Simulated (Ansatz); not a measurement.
# Na on Zr(0001): change of the work function, part 5 of 5

How does Na on the hcp site change the work function of Zr(0001) as the layer fills?

Ansatz 0.2.0; plane-wave DFT, PBE, Ansatz PAW (the session's first sound run).

So far, work function, upper face (eV): step 2 (the clean slab, PBE) 4.17; step 4 (the covered slab, k-mesh 6×6×1, coverage 0.25 ML, PBE) 2.33; step 6 (the 0.25 ML cell at another level of theory, cutoff 500 eV, functional r2SCAN) 2.24; step 7 (the 0.25 ML cell at another level of theory, cutoff 420 eV, functional RPBE) 2.26; step 8 (the 0.25 ML cell at another level of theory, cutoff 420 eV, functional revpbe) 2.22.

## Step 10: Varying the input: basis.ecutwfc = "450 eV"

This step: plane-wave DFT, PBE, Ansatz PAW (Ansatz 0.2.0).

A run with a changed input: it repeats the earlier run at 0.25 ML with basis.ecutwfc to 450 eV; its output block differs too.

input.yaml

```yaml
crystal:
  lattice:
    - [6.46, 0.0, 0.0]
    - [3.23, 5.5945241084, 0.0]
    - [0.0, 0.0, 28.7367962015]
  atoms:
    - { symbol: Zr, position: [0.3333333333, 0.3333333333, 0.3131873135] }
    - { symbol: Zr, position: [0.0, 0.0, 0.402713473] }
    - { symbol: Zr, position: [0.3333333333, 0.3333333333, 0.4956772427] }
    - { symbol: Zr, position: [0.0, 0.0, 0.5804499146] }
    - { symbol: Zr, position: [0.3333333333, 0.8333333333, 0.3131873135] }
    - { symbol: Zr, position: [0.0, 0.5, 0.402713473] }
    - { symbol: Zr, position: [0.3333333333, 0.8333333333, 0.4956772427] }
    - { symbol: Zr, position: [0.0, 0.5, 0.5804499146] }
    - { symbol: Zr, position: [0.8333333333, 0.3333333333, 0.3131873135] }
    - { symbol: Zr, position: [0.5, 0.0, 0.402713473] }
    - { symbol: Zr, position: [0.8333333333, 0.3333333333, 0.4956772427] }
    - { symbol: Zr, position: [0.5, 0.0, 0.5804499146] }
    - { symbol: Zr, position: [0.8333333333, 0.8333333333, 0.3131873135] }
    - { symbol: Zr, position: [0.5, 0.5, 0.402713473] }
    - { symbol: Zr, position: [0.8333333333, 0.8333333333, 0.4956772427] }
    - { symbol: Zr, position: [0.5, 0.5, 0.5804499146] }
    - { symbol: Na, position: [0.3333333333, 0.3333333333, 0.6868126865] }
kpoints:
  mp_grid: { grid: [6, 6, 1] }
hamiltonian:
  xc: pbe
scf:
  occupations: { method: fermi_dirac, width: 0.1 }
  convergence: { dr2_threshold: 1.0e-08 }
efield:
  axis: 3
  dipole_correction: true
  ramp_position: 0.97
  ramp_width: 0.06
relax:
  f_tol: 0.02
  max_steps: 60
  constraints: [{ sites: [0, 1, 4, 5, 8, 9, 12, 13] }]
output:
  bader: true
  dos: { projected: true, e_range: [-8, 4] }
  write_potential: true
  write_density: true
  volumetric_format: npy
basis:
  ecutwfc: "450 eV"
```

The run is started by

```
> ansatz run input.yaml --threads 4 --pin off --max-ram 12288MiB --backend cpu --events-out ev --progress --plain --runs-dir out
```

Numbers of over 12 decimals in the logs are rounded to 6 here.

The program printed:

```text
[...]
Crystal: 17 atoms, lattice volume = 1038.566 Å³
Basis set: ecut = 450 eV, 22539 PW (Γ), exchange–correlation on 90×90×400 points (8 copies of the dense FFT grid, shifted against one another)
Bands: 121, of which v1, the nominal top of the filled ones, is band 101 counted from 1 (100 counted from 0)
Symmetry: 6 space group operations
[...]
k-points: 7 of 36 (time reversal used)
[...]
SCF iter   1: F=—  HF=-68421.476946 eV  |F-HF|=—  |Δ(HF+E_count)|=         —  Δρ=4.61e-3  dr2=2.26e0  ethr=1.77e-3  p=0.579 e·Å  D=1.01e-1 V/Å  ΔV_dip=-2.90 eV  dr2_dipole=9.90e-1  V_vac-E_F(+/−)=1.23/4.13 eV  ⟨swp⟩=10.1  Hψ=3986  notcnv=0
[...]
SCF iter  10: F=-68421.330117 eV  HF=-68421.330117 eV  |F-HF|=1.53e-9  |Δ(HF+E_count)|=   2.38e-8  Δρ=4.89e-7  dr2=6.98e-9  ethr=4.98e-12  p=0.407 e·Å  D=7.09e-2 V/Å  ΔV_dip=-2.04 eV  dr2_dipole=1.59e-10  V_vac-E_F(+/−)=2.15/4.19 eV  ⟨swp⟩=11.4  Hψ=6493  notcnv=0
SCF 1 converged in 10 iterations: F = -68421.330117 eV  dr2 = 6.98e-9
[...]
relax step   1: F+E_penalty+E_count = -68421.33011745 eV  Δ(F+E_penalty+E_count) = +0.000e0 eV  max|allowed force component| = 4.752e-1 eV/Å  Δτ_max = 0.0000 Å  (10 SCF iters, accepted)
[...]
SCF iter   9: F=-68421.357617 eV  HF=-68421.357617 eV  |F-HF|=1.02e-10  |Δ(HF+E_count)|=   1.25e-8  Δρ=4.34e-7  dr2=5.14e-9  ethr=4.98e-12  p=0.387 e·Å  D=6.74e-2 V/Å  ΔV_dip=-1.94 eV  dr2_dipole=3.24e-10  V_vac-E_F(+/−)=2.25/4.19 eV  ⟨swp⟩=11.3  Hψ=6768  notcnv=0
SCF 2 converged in 9 iterations: F = -68421.357617 eV  dr2 = 5.14e-9
relax step   2: F+E_penalty+E_count = -68421.35761725 eV  Δ(F+E_penalty+E_count) = -2.750e-2 eV  max|allowed force component| = 3.329e-1 eV/Å  Δτ_max = 0.1833 Å  (9 SCF iters, accepted)
SCF iter   1: F=—  HF=-68421.396168 eV  |F-HF|=—  |Δ(HF+E_count)|=         —  Δρ=1.06e-3  dr2=9.99e-2  ethr=8.74e-4  p=0.387 e·Å  D=6.74e-2 V/Å  ΔV_dip=-1.94 eV  dr2_dipole=5.28e-3  V_vac-E_F(+/−)=2.26/4.19 eV  ⟨swp⟩=4.0  Hψ=1366  notcnv=0
[...]
SCF iter   9: F=-68421.389080 eV  HF=-68421.389080 eV  |F-HF|=1.00e-9  |Δ(HF+E_count)|=   1.37e-8  Δρ=2.63e-7  dr2=2.17e-9  ethr=4.98e-12  p=0.378 e·Å  D=6.59e-2 V/Å  ΔV_dip=-1.89 eV  dr2_dipole=2.36e-10  V_vac-E_F(+/−)=2.30/4.19 eV  ⟨swp⟩=10.7  Hψ=6225  notcnv=0
SCF 3 converged in 9 iterations: F = -68421.389080 eV  dr2 = 2.17e-9
relax step   3: F+E_penalty+E_count = -68421.38907950 eV  Δ(F+E_penalty+E_count) = -3.146e-2 eV  max|allowed force component| = 9.618e-2 eV/Å  Δτ_max = 0.0909 Å  (9 SCF iters, accepted)
[...]
relax step   4: F+E_penalty+E_count = -68421.39201938 eV  Δ(F+E_penalty+E_count) = -2.940e-3 eV  max|allowed force component| = 3.845e-2 eV/Å  Δτ_max = 0.0321 Å  (8 SCF iters, accepted)
[...]
relax step   5: F+E_penalty+E_count = -68421.39217562 eV  Δ(F+E_penalty+E_count) = -1.562e-4 eV  max|allowed force component| = 3.102e-2 eV/Å  Δτ_max = 0.0269 Å  (8 SCF iters, accepted)
SCF iter   1: F=—  HF=-68421.394902 eV  |F-HF|=—  |Δ(HF+E_count)|=         —  Δρ=4.62e-4  dr2=3.50e-2  ethr=8.31e-5  p=0.371 e·Å  D=6.46e-2 V/Å  ΔV_dip=-1.86 eV  dr2_dipole=4.28e-3  V_vac-E_F(+/−)=2.33/4.19 eV  ⟨swp⟩=2.0  Hψ=1281  notcnv=0
[...]
SCF iter   7: F=-68421.392769 eV  HF=-68421.392769 eV  |F-HF|=1.30e-9  |Δ(HF+E_count)|=   2.19e-8  Δρ=4.62e-7  dr2=5.59e-9  ethr=4.98e-12  p=0.371 e·Å  D=6.46e-2 V/Å  ΔV_dip=-1.86 eV  dr2_dipole=1.58e-10  V_vac-E_F(+/−)=2.33/4.19 eV  ⟨swp⟩=11.3  Hψ=6713  notcnv=0
SCF 6 converged in 7 iterations: F = -68421.392769 eV  dr2 = 5.59e-9
relax step   6: F+E_penalty+E_count = -68421.39276850 eV  Δ(F+E_penalty+E_count) = -5.929e-4 eV  max|allowed force component| = 2.438e-3 eV/Å  Δτ_max = 0.0130 Å  (7 SCF iters, accepted)
[...]
SCF converged after 7 iterations
Free energy (F): -68421.392769 eV
[...]
Internal energy: -68420.525015 eV  (E = F + TS)
E sigma→0 (E₀):  -68420.958892 eV
Entropy (-TS):   -0.867754 eV (-51.044 meV/atom)
Fermi energy:    3.166820 eV
Dipole field:    D = 0.064562 V/Å  (p = 0.370550 e·Å, saw-weighted, corrected)
Work function:   Φ+ = 2.3340 eV   Φ− = 4.1892 eV
[...]
--- Forces (eV/Å), atoms counted from 1 ---
  atom   1  Zr     0.00000000    -0.00000000     0.41466226
  atom   2  Zr    -0.00000000     0.00000000    -0.33344976
  atom   3  Zr    -0.00000000    -0.00000000     0.00231108
  atom   4  Zr     0.00000000     0.00000000     0.00112660
  atom   5  Zr     0.00520212    -0.00300345     0.43123261
  atom   6  Zr    -0.02112733     0.01219787    -0.45740070
  atom   7  Zr     0.00110378    -0.00063727    -0.00006206
  atom   8  Zr     0.00005083    -0.00002935    -0.00243758
  atom   9  Zr     0.00000000     0.00600689     0.43123261
  atom  10  Zr    -0.00000000    -0.02439574    -0.45740070
  atom  11  Zr     0.00000000     0.00127453    -0.00006206
  atom  12  Zr     0.00000000     0.00005869    -0.00243758
  atom  13  Zr    -0.00520212    -0.00300345     0.43123261
  atom  14  Zr     0.02112733     0.01219787    -0.45740070
  atom  15  Zr    -0.00110378    -0.00063727    -0.00006206
  atom  16  Zr    -0.00005083    -0.00002935    -0.00243758
  atom  17  Na     0.00000000    -0.00000000     0.00131361
  max |Σ_I F_I| component: 3.94e-5 eV/Å
--- Band table (eV; the first three rows and the last of 7) ---
  k-point 0: bands = [... 97 lower, 3.2135, 3.6561, 3.7550, 3.8426, 3.8426, 3.8811, 3.9703, 3.9703, ... 16 higher]
  k-point 1: bands = [... 97 lower, 3.2008, 3.4932, 3.5172, 3.6161, 3.6324, 3.6730, 3.7922, 3.8186, ... 16 higher]
  k-point 2: bands = [... 97 lower, 3.0372, 3.1045, 3.1875, 3.1967, 3.2278, 3.2997, 3.3975, 3.5200, ... 16 higher]
  k-point 6: bands = [... 97 lower, 2.6703, 2.6888, 2.7170, 2.7278, 2.7519, 3.2107, 3.2354, 3.2593, ... 16 higher]
--- Relaxed structure (6 steps of the walk, 6 accepted, 0 SCFs on fresh bases) ---
  F+E_penalty+E_count = -68421.39276850 eV   max|allowed force component| = 2.438e-3 eV/Å
  atoms:
    - { symbol: Zr, position: [0.333333, 0.333333, 0.3131873135] }
[...]
- { symbol: Zr, position: [0.333333, 0.333333, 0.493895] }
    - { symbol: Zr, position: [1.8953960742717042e-17, 1.632680918509386e-17, 0.584440] }
    - { symbol: Zr, position: [0.333333, 0.833333, 0.3131873135] }
    - { symbol: Zr, position: [0.0, 0.5, 0.402713473] }
    - { symbol: Zr, position: [0.329453, 0.835273, 0.495601] }
    - { symbol: Zr, position: [0.00225916, 0.498870, 0.580386] }
    - { symbol: Zr, position: [0.833333, 0.333333, 0.3131873135] }
    - { symbol: Zr, position: [0.5, 1.632680918509386e-17, 0.402713473] }
    - { symbol: Zr, position: [0.835273, 0.329453, 0.495601] }
    - { symbol: Zr, position: [0.498870, 0.00225916, 0.580386] }
    - { symbol: Zr, position: [0.833333, 0.833333, 0.3131873135] }
    - { symbol: Zr, position: [0.500000, 0.5, 0.402713473] }
    - { symbol: Zr, position: [0.835273, 0.835273, 0.495601] }
    - { symbol: Zr, position: [0.498870, 0.498870, 0.580386] }
    - { symbol: Na, position: [0.333333, 0.333333, 0.680414] }
--- Bader charges: 17 sites ---
  site symbol  charge [e]  shift [e] shared [e]
     0     Zr     -0.0659     0.0000    -0.0659
     1     Zr      0.0280     0.0000     0.0258
     2     Zr      0.0815     0.0000     0.0786
     3     Zr     -0.0708     0.0000    -0.0850
     4     Zr     -0.0636     0.0000    -0.0636
     5     Zr      0.0718     0.0000     0.0718
     6     Zr      0.1279     0.0000     0.1206
     7     Zr     -0.3202     0.0001    -0.3211
     8     Zr     -0.0636     0.0000    -0.0636
     9     Zr      0.0719     0.0000     0.0719
    10     Zr      0.1279     0.0000     0.1206
    11     Zr     -0.3201     0.0001    -0.3210
    12     Zr     -0.0636     0.0000    -0.0636
    13     Zr      0.0719     0.0000     0.0719
    14     Zr      0.1279     0.0000     0.1206
    15     Zr     -0.3200     0.0001    -0.3209
    16     Na      0.6228     0.0003     0.6228
  maxima off the nuclei: 2, with 0.0439 electrons
[...]
charge, to which what the maxima have on the atom's side is counted
  estimated error of the sums over rays = 6.6e-4 e
```

It took 3.6 min on 4 threads of Intel Xeon Platinum 8375C at 2.90GHz (Ice Lake), shared host; peak memory 3.3 GiB.

Relaxation path:

```
step  energy less that of the first step (eV)  largest force component (eV/Å)
   1                                   0.0000                          0.4752
   2                                  -0.0275                          0.3329
   3                                  -0.0590                          0.0962
   4                                  -0.0619                          0.0385
   5                                  -0.0621                          0.0310
   6                                  -0.0627                          0.0024
```

Forces are held to the 6 operations that the run works with; a distortion that breaks them can't arise in this run.

The atoms that moved most (Å):

```
atom      dx      dy      dz  length
Na17   0.000   0.000  -0.184   0.184
 Zr4   0.000   0.000   0.115   0.115
 Zr3   0.000   0.000  -0.051   0.051
Zr15   0.019   0.011  -0.002   0.022
 Zr7  -0.019   0.011  -0.002   0.022
Zr11   0.000  -0.022  -0.002   0.022
Zr12   0.000   0.013  -0.002   0.013
 Zr8   0.011  -0.006  -0.002   0.013
```

The relaxed structure:

```xyz
17
Lattice="6.4600 0.0000 0.0000 3.2300 5.5945 0.0000 0.0000 0.0000 28.7368" Properties=species:S:1:pos:R:3
Zr    3.2300    1.8648    9.0000
Zr    0.0000    0.0000   11.5727
Zr    3.2300    1.8648   14.1930
Zr    0.0000    0.0000   16.7949
Zr    4.8450    4.6621    9.0000
Zr    1.6150    2.7973   11.5727
Zr    4.8262    4.6730   14.2420
Zr    1.6259    2.7909   16.6784
Zr    6.4600    1.8648    9.0000
Zr    3.2300    0.0000   11.5727
Zr    6.4600    1.8431   14.2420
Zr    3.2300    0.0126   16.6784
Zr    8.0750    4.6621    9.0000
Zr    4.8450    2.7973   11.5727
Zr    8.0938    4.6730   14.2420
Zr    4.8341    2.7909   16.6784
Na    3.2300    1.8648   19.5529
```

This step gave:

- energy at zero smearing: -68420.9589 eV
- work function, upper face: 2.334 eV
- work function, lower face: 4.189 eV
- dipole along the normal: 0.3706 e·Å
- step between the vacuum levels: -1.855 eV

The density of states has structure finer than the step of the table below, so its rows give means over 0.25 eV, whole bins alone (the curve runs from -8 to 0.99 eV). Peaks (eV: height): -1.920: 33.2, -0.870: 33.3, -0.750: 63.7, -0.060: 43.5, 0.270: 41.0, 0.840: 69.4, 0.930: 42.6.

The density of states by energy, zero at the Fermi level; means over each step:

```
energy (eV)  density of states (states/eV a cell)
      -5.50                                     0
      -5.25                                 0.193
      -5.00                                  1.12
      -4.75                                  1.18
      -4.50                                  1.23
      -4.25                                  2.31
      -4.00                                  3.23
      -3.75                                  2.67
      -3.50                                  2.46
      -3.25                                  7.20
      -3.00                                  3.48
      -2.75                                  14.2
      -2.50                                  16.1
      -2.25                                  19.6
      -2.00                                  23.7
      -1.75                                  15.1
      -1.50                                  16.8
      -1.25                                  19.1
      -1.00                                  22.8
      -0.75                                  33.9
      -0.50                                  11.6
      -0.25                                  21.8
       0.00                                  28.1
       0.25                                  27.0
       0.50                                  27.5
       0.75                                  34.3
```

Projected DOS per atom over height of the atomic layer and energy from the Fermi level. Layers: Zr4 Zr4 Zr4 Zr4 Na from below.

Ten even steps from '0' (0.00 states/eV) to '9' (2.32 states/eV), each cell a mean:
```
87891
95580
95470
53241
77773
54561
44430
56650
35530
12220
11110
00000
00000
00000
00000
00000
00000
00000
00000
00000
00000
00000
```
Columns: height of the atomic layer (Å) from 9 to 19.6 (not evenly spaced); rows upwards: energy from the Fermi level (eV) from -7.96 to 0.945.

```
                      quantity  this run  earlier run  difference
work function, upper face (eV)     2.334        2.334     -4.0e-5
work function, lower face (eV)     4.189        4.189     -7.3e-6
 dipole along the normal (e·Å)    0.3706       0.3705      6.3e-6
```

Nothing in the table moves by 0.01 in its unit (for the dipole 0.5 % and 5e-5 e·Å).

## Step 11: Outcome

```yaml
work_function_of_the_clean_face: 4.17 eV
work_function_at_0p11_ml: 3.14 eV
work_function_at_0p25_ml: 2.33 eV
dipole_per_adsorbate_at_0p11_ml_positive_end_outwards: 2.24 D
```

In words: Na lowers the work function of Zr(0001) at the lowest coverage, by 1.03 eV: the adsorbate layer has its positive end outwards. The slab has 4 layers, at the tabulated experimental lattice constant, one starting site was run, and quantum-size effects of a slab this thin can reach one or two tenths of an eV.

[Logs are printed without paths, hosts, clocks, repeated set-up lines and the standing remarks that a program may print on its own settings, such as how far it seeks lower states.]

[Hosts, paths, dates, database ids (printed as entryN), source tags and the programs' standing remarks are cut or masked in the printed files.]

[Maps of the electrostatic potential energy from Ansatz leave out the sawtooth potential of an applied field or a dipole correction, so their vacuum need not be flat; planar profiles and work functions include it.]

[The density of states shown here was stored with 400 of the rows of the run's finer table, so its peaks can read low, often by over a quarter, or be missed, and its means over a window can be off by a tenth or more.]
